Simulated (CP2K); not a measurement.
Two runs for the C K edge of 2-butyne. Run A: CP2K XAS_TDP, all-electron GAPW, PBEh(45%), aug-cc-pVDZ, TDA, no relativity. Run B differs in one setting.

First lines with a strength over 0.0015. A:

```
                             atom  energy (eV)  states  strength, one atom
C1 (bonded to C and 3 H), 2 alike       284.21       1              0.0024
                                        284.79       2              0.0362
                                        285.77       2              0.0035
                                        286.62       2              0.0016
                                        286.97       1              0.0113
      C2 (bonded to 2 C), 2 alike       282.49       2              0.1006
                                        285.83       2              0.0024
                                        286.55       1              0.0016
                                        286.71       2              0.0050
                                        286.80       1              0.0030
```

B:

```csv
atom,energy (eV),states,"strength, one atom"
"C1 (bonded to C and 3 H), 2 alike",290.74,1,0.0024
,291.32,2,0.0354
,292.30,2,0.0034
,293.15,2,0.0016
,293.50,1,0.0111
"C2 (bonded to 2 C), 2 alike",288.39,2,0.0986
,291.74,2,0.0024
,292.45,1,0.0016
,292.61,2,0.0049
,292.70,1,0.0029
```

Q: Which was it: scalar relativity switched on, the functional, GW2X switched on, the basis?

GW2X switched on. GW2X shifts an atom's lines together and keeps their spacings. Against PBEh(45%) in aug-cc-pVDZ, the leading lines move by +6.53 eV (C1, to 291.32) and +5.90 eV (C2, to 288.39).

[Banner, clock and machine lines of the logs are left out without a mark of their own.]

[Logs are printed without paths, hosts, clocks, repeated set-up lines and the standing remarks that a program may print on its own settings, such as how far it seeks lower states.]

[Hosts, paths, dates, database ids (printed as entryN), source tags and the programs' standing remarks are cut or masked in the printed files.]
